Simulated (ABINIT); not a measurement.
An input for ABINIT 10.8.3 (CaO (Lime)):

```
acell 3*1.0 Angstrom
rprim 
  -0.000000000000 2.406500000000 2.406500000000
  2.406500000000 -0.000000000000 2.406500000000
  2.406500000000 2.406500000000 -0.000000000000
ntypat 2
znucl 20 8
natom 2
typat 1 2
xred 
  0.000000000000 0.000000000000 0.000000000000
  0.500000000000 0.500000000000 0.500000000000
pp_dirpath "pseudos"
pseudos "Ca.upf, O.upf"
ecut 36
ngkpt 6 6 6
nshiftk 1
shiftk 0 0 0
kptopt 1
chksymbreak 0
istwfk *1
occopt 1
irdwfk 1
optdriver 99
bs_calctype 1
mbpt_sciss 1.387 eV
bs_loband 6
nband 10
bs_exchange_term 0
bs_coulomb_term 11
bs_coupling 0
bs_algorithm 1
bs_freq_mesh 0 8 0.05 eV
zcut 0.1 eV
ecuteps 3
ecutwfn 18
inclvkb 2
irdscr 1
indata_prefix "in"
outdata_prefix "out"
tmpdata_prefix "tmp"
```

```sh
OMP_NUM_THREADS=1 mpirun -n 4 abinit run.abi > log
```

Q: Estimate wall time and host memory on 4 MPI ranks of Arm Neoverse V2, shared host.

It took 26 s; on shared hardware allow 13 s to 52 s. Peak host memory was 0.33 GiB.

The kernel grows as the square of the matrix size, and full diagonalisation as its cube.

[Paths, hosts, dates, memory and timing lines, banners, echoed tables and standing remarks are left out of the program output.]

[Logs are printed without paths, hosts, clocks, repeated set-up lines and the standing remarks that a program may print on its own settings, such as how far it seeks lower states.]

[Runs of the session that timed out or met a known fault of the program may be left out.]

[Hosts, paths, dates, database ids (printed as entryN), source tags and the programs' standing remarks are cut or masked in the printed files.]

[G0W0 gaps are taken among the corrected bands and points alone; a level outside them can change the order at an edge.]

[Where Ansatz stands beside ABINIT at settings called matched, ABINIT's density can come from a denser mesh and the files from another edition; pairs whose starting gaps differed by over 0.03 eV were left out, so agreement reads better than it is.]
